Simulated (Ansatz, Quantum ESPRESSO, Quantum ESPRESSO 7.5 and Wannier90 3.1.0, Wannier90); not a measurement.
## Ballistic channels from Wannier functions: straight Ir chain, spacing 2.30 Å

How many channels does the wire offer, and does a small Wannier basis get them right? The wire: straight Ir chain, spacing 2.30 Å.

Calculated with Quantum ESPRESSO 7.5 and Wannier90 3.1.0; plane-wave DFT, PBE, GBRV ultrasoft pseudopotentials (cross-check by Ansatz 0.2.0 with PAW datasets).

## Step 1: Set-up

The cell holds 1 atom: 1 Ir. Cell: a = 8.000 Å, b = 8.000 Å, c = 2.300 Å, α = 90.0°, β = 90.0°, γ = 90.0°. Vacuum lies along a and b. The structure's axis is c.

## Step 2: Self-consistent run

Input file scf.in:

```
&control
  prefix = 'scf'
  outdir = './out'
  pseudo_dir = './pseudo'
  calculation = 'scf'
  tprnfor = .true.
/
&system
  ibrav = 0
  nat = 1
  ntyp = 1
  ecutwfc = 34
  ecutrho = 170
  occupations = 'smearing'
  smearing = 'mv'
  degauss = 0.005
/
&electrons
  conv_thr = 1e-07
  mixing_beta = 0.4
  electron_maxstep = 120
  mixing_mode = 'local-TF'
/
ATOMIC_SPECIES
  Ir  192.2170  ir_pbe_v1.2.uspp.F.UPF
CELL_PARAMETERS angstrom
  8.00000000000000 0.00000000000000 0.00000000000000
  0.00000000000000 8.00000000000000 0.00000000000000
  0.00000000000000 0.00000000000000 2.30000000000000
ATOMIC_POSITIONS crystal
  Ir  0.000000000000 0.000000000000 0.000000000000
K_POINTS automatic
  1 1 32 0 0 0
```

Started as:

```
$ OMP_NUM_THREADS=1 mpirun -n 4 pw.x -nk 2 -in scf.in > scf.out
```

The log of the run:

```text
Program PWSCF v.7.5 starts
[citation notice left out]

     Parallel version (MPI & OpenMP), running on       4 processor cores
     Number of MPI processes:                 4
     Threads/MPI process:                     1

     MPI processes distributed on     1 nodes
[...]
Current dimensions of program PWSCF are:
     Max number of different atomic species (ntypx) = 10
     Max number of k-points (npk) =  40000
     Max angular momentum in pseudopotentials (lmaxx) =  4
     Message from routine setup:
     using ibrav=0 with symmetry is DISCOURAGED, use correct ibrav instead

     K-points division:     npool     =       2
     R & G space division:  proc/nbgrp/npool/nimage =       2
     Subspace diagonalization in iterative solution of the eigenvalue problem:
     a serial algorithm will be used

     Parallelization info
     --------------------
     sticks:   dense  smooth     PW     G-vecs:    dense   smooth      PW
     Min        1546    1234    388                18555    13266    2384
     Max        1547    1235    389                18556    13267    2385
     Sum        3093    2469    777                37111    26533    4769

     Using Slab Decomposition

     bravais-lattice index     =            0
     lattice parameter (alat)  =      15.1178  a.u.
     unit-cell volume          =     993.3548 (a.u.)^3
     number of atoms/cell      =            1
     number of atomic types    =            1
     number of electrons       =        15.00
     number of Kohn-Sham states=           12
     kinetic-energy cutoff     =      34.0000  Ry
     charge density cutoff     =     170.0000  Ry
     scf convergence threshold =      1.0E-07
     mixing beta               =       0.4000
     number of iterations used =            8  local-TF  mixing
     Exchange-correlation= SLA  PW   PBE  PBE
                           (   1   4   3   4   0   0   0)

     celldm(1)=  15.117809  celldm(2)=   0.000000  celldm(3)=   0.000000
     celldm(4)=   0.000000  celldm(5)=   0.000000  celldm(6)=   0.000000

     crystal axes: (cart. coord. in units of alat)
               a(1) = (   1.000000   0.000000   0.000000 )
               a(2) = (   0.000000   1.000000   0.000000 )
               a(3) = (   0.000000   0.000000   0.287500 )

     reciprocal axes: (cart. coord. in units 2 pi/alat)
               b(1) = (  1.000000  0.000000  0.000000 )
               b(2) = (  0.000000  1.000000  0.000000 )
               b(3) = (  0.000000  0.000000  3.478261 )

     PseudoPot. # 1 for Ir read from file:
     ./pseudo/ir_pbe_v1.2.uspp.F.UPF
     Pseudo is Ultrasoft + core correction, Zval = 15.0
     Generated by new atomic code, or converted to UPF format
     Using radial grid of  983 points,  7 beta functions with:
                l(1) =   0
                l(2) =   0
                l(3) =   1
                l(4) =   1
                l(5) =   1
                l(6) =   2
                l(7) =   2
     Q(r) pseudized with  8 coefficients,  rinner =    1.400   1.400   1.400
                                                       1.400   1.400

     atomic species   valence    mass     pseudopotential
     Ir               15.00   192.21700     Ir( 1.00)

     16 Sym. Ops., with inversion, found

   Cartesian axes

     site n.     atom                  positions (alat units)
         1        Ir     tau(   1) = (   0.0000000   0.0000000   0.0000000  )

     number of k points=    17  Marzari-Vanderbilt smearing, width (Ry)=  0.0050
                       cart. coord. in units 2pi/alat
        k(    1) = (   0.0000000   0.0000000   0.0000000), wk =   0.0625000
        k(    2) = (   0.0000000   0.0000000   0.1086957), wk =   0.1250000
        k(    3) = (   0.0000000   0.0000000   0.2173913), wk =   0.1250000
        k(    4) = (   0.0000000   0.0000000   0.3260870), wk =   0.1250000
        k(    5) = (   0.0000000   0.0000000   0.4347826), wk =   0.1250000
        k(    6) = (   0.0000000   0.0000000   0.5434783), wk =   0.1250000
        k(    7) = (   0.0000000   0.0000000   0.6521739), wk =   0.1250000
        k(    8) = (   0.0000000   0.0000000   0.7608696), wk =   0.1250000
        k(    9) = (   0.0000000   0.0000000   0.8695652), wk =   0.1250000
        k(   10) = (   0.0000000   0.0000000   0.9782609), wk =   0.1250000
[...]
k(   17) = (   0.0000000   0.0000000  -1.7391304), wk =   0.0625000

     Dense  grid:    37111 G-vectors     FFT dimensions: (  64,  64,  20)

     Smooth grid:    26533 G-vectors     FFT dimensions: (  60,  60,  18)

     Estimated max dynamical RAM per process >      50.58 MB

     Estimated total dynamical RAM >     193.25 MB

     Initial potential from superposition of free atoms

     starting charge      14.5000, renormalised to      15.0000

     negative rho (up, down):  3.741E-01 0.000E+00
     Starting wfcs are   12 randomized atomic wfcs

     total cpu time spent up to now is        0.4 secs

     per-process dynamical memory:    18.6 Mb

     Self-consistent Calculation

     iteration #  1     ecut=    34.00 Ry     beta= 0.40
     Davidson diagonalization with overlap
     ethr =  1.00E-02,  avg # of iterations =  5.4

     negative rho (up, down):  3.810E-01 0.000E+00

     total cpu time spent up to now is        0.8 secs

     total energy              =    -181.46547904 Ry
     estimated scf accuracy    <       2.46651087 Ry

     iteration #  2     ecut=    34.00 Ry     beta= 0.40
[...]
negative rho (up, down):  3.756E-01 0.000E+00

[...]
total energy              =    -181.45842059 Ry
     estimated scf accuracy    <       0.43788360 Ry

     iteration #  3     ecut=    34.00 Ry     beta= 0.40
[...]
negative rho (up, down):  3.737E-01 0.000E+00

[...]
total energy              =    -181.49676298 Ry
     estimated scf accuracy    <       0.03686005 Ry

     iteration #  4     ecut=    34.00 Ry     beta= 0.40
[...]
negative rho (up, down):  3.668E-01 0.000E+00

[...]
total energy              =    -181.49273484 Ry
     estimated scf accuracy    <       0.01080357 Ry

     iteration #  5     ecut=    34.00 Ry     beta= 0.40
[...]
negative rho (up, down):  3.586E-01 0.000E+00

[...]
total energy              =    -181.49367170 Ry
     estimated scf accuracy    <       0.00250687 Ry

     iteration #  6     ecut=    34.00 Ry     beta= 0.40
[...]
negative rho (up, down):  3.333E-01 0.000E+00

[...]
total energy              =    -181.49207428 Ry
     estimated scf accuracy    <       0.00192618 Ry

     iteration #  7     ecut=    34.00 Ry     beta= 0.40
[...]
negative rho (up, down):  3.313E-01 0.000E+00

[...]
total energy              =    -181.49190314 Ry
     estimated scf accuracy    <       0.00082806 Ry

     iteration #  8     ecut=    34.00 Ry     beta= 0.40
[...]
negative rho (up, down):  3.239E-01 0.000E+00

[...]
total energy              =    -181.49189287 Ry
     estimated scf accuracy    <       0.00005605 Ry

     iteration #  9     ecut=    34.00 Ry     beta= 0.40
[...]
negative rho (up, down):  3.234E-01 0.000E+00

[...]
total energy              =    -181.49188205 Ry
     estimated scf accuracy    <       0.00002177 Ry

     iteration # 10     ecut=    34.00 Ry     beta= 0.40
[...]
negative rho (up, down):  3.235E-01 0.000E+00

[...]
total energy              =    -181.49188720 Ry
     estimated scf accuracy    <       0.00000228 Ry

     iteration # 11     ecut=    34.00 Ry     beta= 0.40
[...]
negative rho (up, down):  3.234E-01 0.000E+00

[...]
total energy              =    -181.49188724 Ry
     estimated scf accuracy    <       0.00000047 Ry

     iteration # 12     ecut=    34.00 Ry     beta= 0.40
[...]
negative rho (up, down):  3.234E-01 0.000E+00

[...]
End of self-consistent calculation

          k = 0.0000 0.0000 0.0000 (  3285 PWs)   bands (ev):

   -51.0517 -51.0517 -50.9188  -9.9190  -4.8759  -4.3765  -4.3732  -0.8770
     0.2233   0.2233   2.3195   3.5742

          k = 0.0000 0.0000 0.1087 (  3321 PWs)   bands (ev):

   -51.0497 -51.0497 -50.9399  -9.8373  -4.8546  -4.3642  -4.3611  -1.0905
    -1.0905   0.3951   0.3951   2.3465

          k = 0.0000 0.0000 0.2174 (  3304 PWs)   bands (ev):

   -51.0431 -51.0431 -51.0014  -9.5935  -4.7906  -4.3273  -4.3243  -1.5462
    -1.5462   0.7341   0.7341   2.4275

          k = 0.0000 0.0000 0.3261 (  3284 PWs)   bands (ev):

   -51.1007 -51.0325 -51.0325  -9.1922  -4.6846  -4.2668  -4.2640  -2.0899
    -2.0899   1.1051   1.1052   2.5625

          k = 0.0000 0.0000 0.4348 (  3288 PWs)   bands (ev):

   -51.2329 -51.0183 -51.0183  -8.6410  -4.5374  -4.1844  -4.1818  -2.6708
    -2.6708   1.4836   1.4836   2.7514

          k = 0.0000 0.0000 0.5435 (  3308 PWs)   bands (ev):

   -51.3922 -51.0009 -51.0009  -7.9505  -4.3498  -4.0822  -4.0797  -3.2637
    -3.2637   1.8722   1.8722   2.9944

[...]
the Fermi energy is    -2.9515 ev

!    total energy              =    -181.49188738 Ry
     estimated scf accuracy    <       0.00000003 Ry
     smearing contrib. (-TS)   =      -0.00018880 Ry
     internal energy E=F+TS    =    -181.49169858 Ry

     The total energy is F=E-TS. E is the sum of the following terms:
     one-electron contribution =    -224.76996115 Ry
     hartree contribution      =     112.03714485 Ry
     xc contribution           =     -50.12967937 Ry
     ewald contribution        =     -18.62920291 Ry

     convergence has been achieved in  12 iterations

     negative rho (up, down):  3.234E-01 0.000E+00

     Forces acting on atoms (cartesian axes, Ry/au):

     atom    1 type  1   force =     0.00000000    0.00000000    0.00000000

     Total force =     0.000000     Total SCF correction =     0.000000

[...]
=------------------------------------------------------------------------------=
   JOB DONE.
=------------------------------------------------------------------------------=
```

It took 5 s on 4 MPI ranks of Arm Neoverse V2, shared host; peak memory 0.22 GiB.

Read from the output:

* free energy: -2469.3229 eV
* Fermi energy: -2.951 eV

The run needed 12 iterations to bring the estimated error under 1e-07 Ry.

## Step 3: Full uniform mesh without symmetry

Wannier90 needs the states on a whole uniform mesh, listed point by point, without symmetry.

Input file nscf.in:

```
&control
  prefix = 'nscf'
  outdir = './out'
  pseudo_dir = './pseudo'
  calculation = 'nscf'
/
&system
  ibrav = 0
  nat = 1
  ntyp = 1
  ecutwfc = 34
  ecutrho = 170
  occupations = 'smearing'
  smearing = 'mv'
  degauss = 0.005
  nosym = .true.
  noinv = .true.
  nbnd = 36
/
&electrons
  conv_thr = 1e-08
  mixing_beta = 0.4
  electron_maxstep = 120
  mixing_mode = 'local-TF'
  diago_full_acc = .true.
/
ATOMIC_SPECIES
  Ir  192.2170  ir_pbe_v1.2.uspp.F.UPF
CELL_PARAMETERS angstrom
  8.00000000000000 0.00000000000000 0.00000000000000
  0.00000000000000 8.00000000000000 0.00000000000000
  0.00000000000000 0.00000000000000 2.30000000000000
ATOMIC_POSITIONS crystal
  Ir  0.000000000000 0.000000000000 0.000000000000
K_POINTS crystal
16
  0.0000000000 0.0000000000 0.0000000000 0.0625
  0.0000000000 0.0000000000 0.0625000000 0.0625
  0.0000000000 0.0000000000 0.1250000000 0.0625
  0.0000000000 0.0000000000 0.1875000000 0.0625
  0.0000000000 0.0000000000 0.2500000000 0.0625
  0.0000000000 0.0000000000 0.3125000000 0.0625
  0.0000000000 0.0000000000 0.3750000000 0.0625
  0.0000000000 0.0000000000 0.4375000000 0.0625
  0.0000000000 0.0000000000 0.5000000000 0.0625
  0.0000000000 0.0000000000 0.5625000000 0.0625
  0.0000000000 0.0000000000 0.6250000000 0.0625
  0.0000000000 0.0000000000 0.6875000000 0.0625
  0.0000000000 0.0000000000 0.7500000000 0.0625
  0.0000000000 0.0000000000 0.8125000000 0.0625
  0.0000000000 0.0000000000 0.8750000000 0.0625
  0.0000000000 0.0000000000 0.9375000000 0.0625
```

Started as:

```
$ cp -r out/scf.save out/nscf.save
$ cp out/scf.xml out/nscf.xml
$ OMP_NUM_THREADS=1 mpirun -n 4 pw.x -nk 1 -in nscf.in > nscf.out
```

The log of the run:

```text
[banner, memory and clock lines left out]
Program PWSCF v.7.5 starts
[citation notice left out]

[...]
bravais-lattice index     =            0
     lattice parameter (alat)  =      15.1178  a.u.
     unit-cell volume          =     993.3548 (a.u.)^3
     number of atoms/cell      =            1
     number of atomic types    =            1
     number of electrons       =        15.00
     number of Kohn-Sham states=           36
     kinetic-energy cutoff     =      34.0000  Ry
     charge density cutoff     =     170.0000  Ry
     Exchange-correlation= SLA  PW   PBE  PBE
                           (   1   4   3   4   0   0   0)

[...]
PseudoPot. # 1 for Ir read from file:
     ./pseudo/ir_pbe_v1.2.uspp.F.UPF
     Pseudo is Ultrasoft + core correction, Zval = 15.0
     Generated by new atomic code, or converted to UPF format
     Using radial grid of  983 points,  7 beta functions with:
                l(1) =   0
                l(2) =   0
                l(3) =   1
                l(4) =   1
                l(5) =   1
                l(6) =   2
                l(7) =   2
     Q(r) pseudized with  8 coefficients,  rinner =    1.400   1.400   1.400
                                                       1.400   1.400

     atomic species   valence    mass     pseudopotential
     Ir               15.00   192.21700     Ir( 1.00)

     No symmetry found

[...]
number of k points=    16  Marzari-Vanderbilt smearing, width (Ry)=  0.0050
[...]
Dense  grid:    37111 G-vectors     FFT dimensions: (  64,  64,  20)

     Smooth grid:    26533 G-vectors     FFT dimensions: (  60,  60,  18)

     The potential is recalculated from file :
     ./out/nscf.save/charge-density

     negative rho (up, down):  3.234E-01 0.000E+00
     Starting wfcs are   12 randomized atomic wfcs +   24 random wfcs

     Band Structure Calculation
     Davidson diagonalization with overlap

     ethr =  6.67E-11,  avg # of iterations = 40.0

     End of band structure calculation

          k = 0.0000 0.0000 0.0000 (  3285 PWs)   bands (ev):

   -51.0496 -51.0496 -50.9177  -9.9183  -4.8751  -4.3750  -4.3717  -0.8757
    -0.8757   0.2237   0.2237   2.3179   3.5729   5.0882   5.0882   5.4800
     5.7040   8.3429   8.3429   8.8825   9.8201  10.1712  11.1498  11.1498
    12.4436  12.5717  12.6238  12.6238  12.6265  13.1255  17.9490  17.9490
    18.7493  18.7493  19.3707  19.8486

          k = 0.0000 0.0000 0.2174 (  3304 PWs)   bands (ev):

   -51.0410 -51.0410 -51.0003  -9.5928  -4.7898  -4.3257  -4.3227  -1.5450
    -1.5450   0.7347   0.7347   2.4259   3.6786   5.2292   5.2292   5.5793
     5.8126   8.5270   8.5270   8.8816   9.9221  10.2571  11.2876  11.2876
    12.5547  12.6533  12.7291  12.7427  12.7427  13.2286  18.1559  18.1559
    18.9145  18.9145  19.4759  19.9176

[...]
the Fermi energy is    -2.9090 ev
     (compare with:    -2.9515 eV, computed in scf)

[...]
```

Run time: 7.2 s. Hardware: 4 MPI ranks; peak memory 0.19 GiB; 28 s of CPU time.

Read from the output:

| Property | Result |
| --- | --- |
| Fermi energy | -2.909 eV |

The program's own clock; routines nest. Time by routine:

| routine | wall time (s) | calls |
| --- | --- | --- |
| PWSCF | 6.65 | 1 |
| electrons | 6.43 | 1 |
| c_bands | 6.43 | 1 |
| cegterg | 6.21 | 39 |
| h_psi | 3.96 | 695 |
| vloc_psi | 3.75 | 695 |
| fftw | 3.48 | 26240 |
| cdiaghg | 0.77 | 656 |
| h_psi:calbec | 0.11 | 695 |
| calbec | 0.11 | 695 |
| init_run | 0.1 | 1 |
| s_psi | 0.09 | 695 |
| add_vuspsi | 0.09 | 695 |
| hinit0 | 0.04 | 1 |

## Step 4: Neighbour list from wannier90 -pp, with dis_win_max − E_F = 9.0

A first try, with customary settings: the .win file sets projections and windows, and states in the frozen window are kept exactly.

Input file wan_try.win:

```
num_wann = 9
num_bands = 36
num_iter = 200
num_print_cycles = 20
conv_tol = 1e-8
conv_window = 5
guiding_centres = true
dis_num_iter = 1500
dis_conv_tol = 1e-8
dis_win_min = -13.9515
dis_win_max = 6.0485
dis_froz_max = -1.4515
search_shells = 120
fermi_energy = -2.9515

transport = true
transport_mode = bulk
one_dim_axis = z
dist_cutoff = 18.3
dist_cutoff_mode = one_dim
tran_win_min = -4.0
tran_win_max = 2.0
tran_energy_step = 0.02

bands_plot = true
bands_num_points = 96
begin kpoint_path
G 0.0 0.0 0.0 Z 0.0 0.0 0.5
end kpoint_path

begin projections
Ir:s;p;d
end projections

begin unit_cell_cart
ang
  8.0000000000 0.0000000000 0.0000000000
  0.0000000000 8.0000000000 0.0000000000
  0.0000000000 0.0000000000 2.3000000000
end unit_cell_cart

begin atoms_frac
  Ir 0.0000000000 0.0000000000 0.0000000000
end atoms_frac

mp_grid = 1 1 16
begin kpoints
  0.0 0.0 0.0000000000
  0.0 0.0 0.0625000000
  0.0 0.0 0.1250000000
  0.0 0.0 0.1875000000
  0.0 0.0 0.2500000000
  0.0 0.0 0.3125000000
  0.0 0.0 0.3750000000
  0.0 0.0 0.4375000000
  0.0 0.0 0.5000000000
  0.0 0.0 0.5625000000
  0.0 0.0 0.6250000000
  0.0 0.0 0.6875000000
  0.0 0.0 0.7500000000
  0.0 0.0 0.8125000000
  0.0 0.0 0.8750000000
  0.0 0.0 0.9375000000
end kpoints
```

Started as:

```
$ OMP_NUM_THREADS=1 wannier90.x -pp wan_try > wan_try.pp.log
```

The job ended after 0.46 s (1 MPI rank; peak memory 0.09 GiB).

## Step 5: Overlaps and projections

The follow-up step for that run.

Input file wan_try.p2w.in:

```
&inputpp
  prefix = 'nscf'
  outdir = './out'
  seedname = 'wan_try'
  write_mmn = .true.
  write_amn = .true.
  write_unk = .false.
/
```

Started as:

```
$ OMP_NUM_THREADS=1 mpirun -n 4 pw2wannier90.x -in wan_try.p2w.in > wan_try.p2w.out
```

Wall time 2.7 s (4 MPI ranks); peak memory 0.17 GiB.

(Continued in part 2 of 6.)

[Logs are printed without paths, hosts, clocks, repeated set-up lines and the standing remarks that a program may print on its own settings, such as how far it seeks lower states.]

[Hosts, paths, dates, database ids (printed as entryN), source tags and the programs' standing remarks are cut or masked in the printed files.]

[Maps of the electrostatic potential energy from Ansatz leave out the sawtooth potential of an applied field or a dipole correction, so their vacuum need not be flat; planar profiles and work functions include it.]
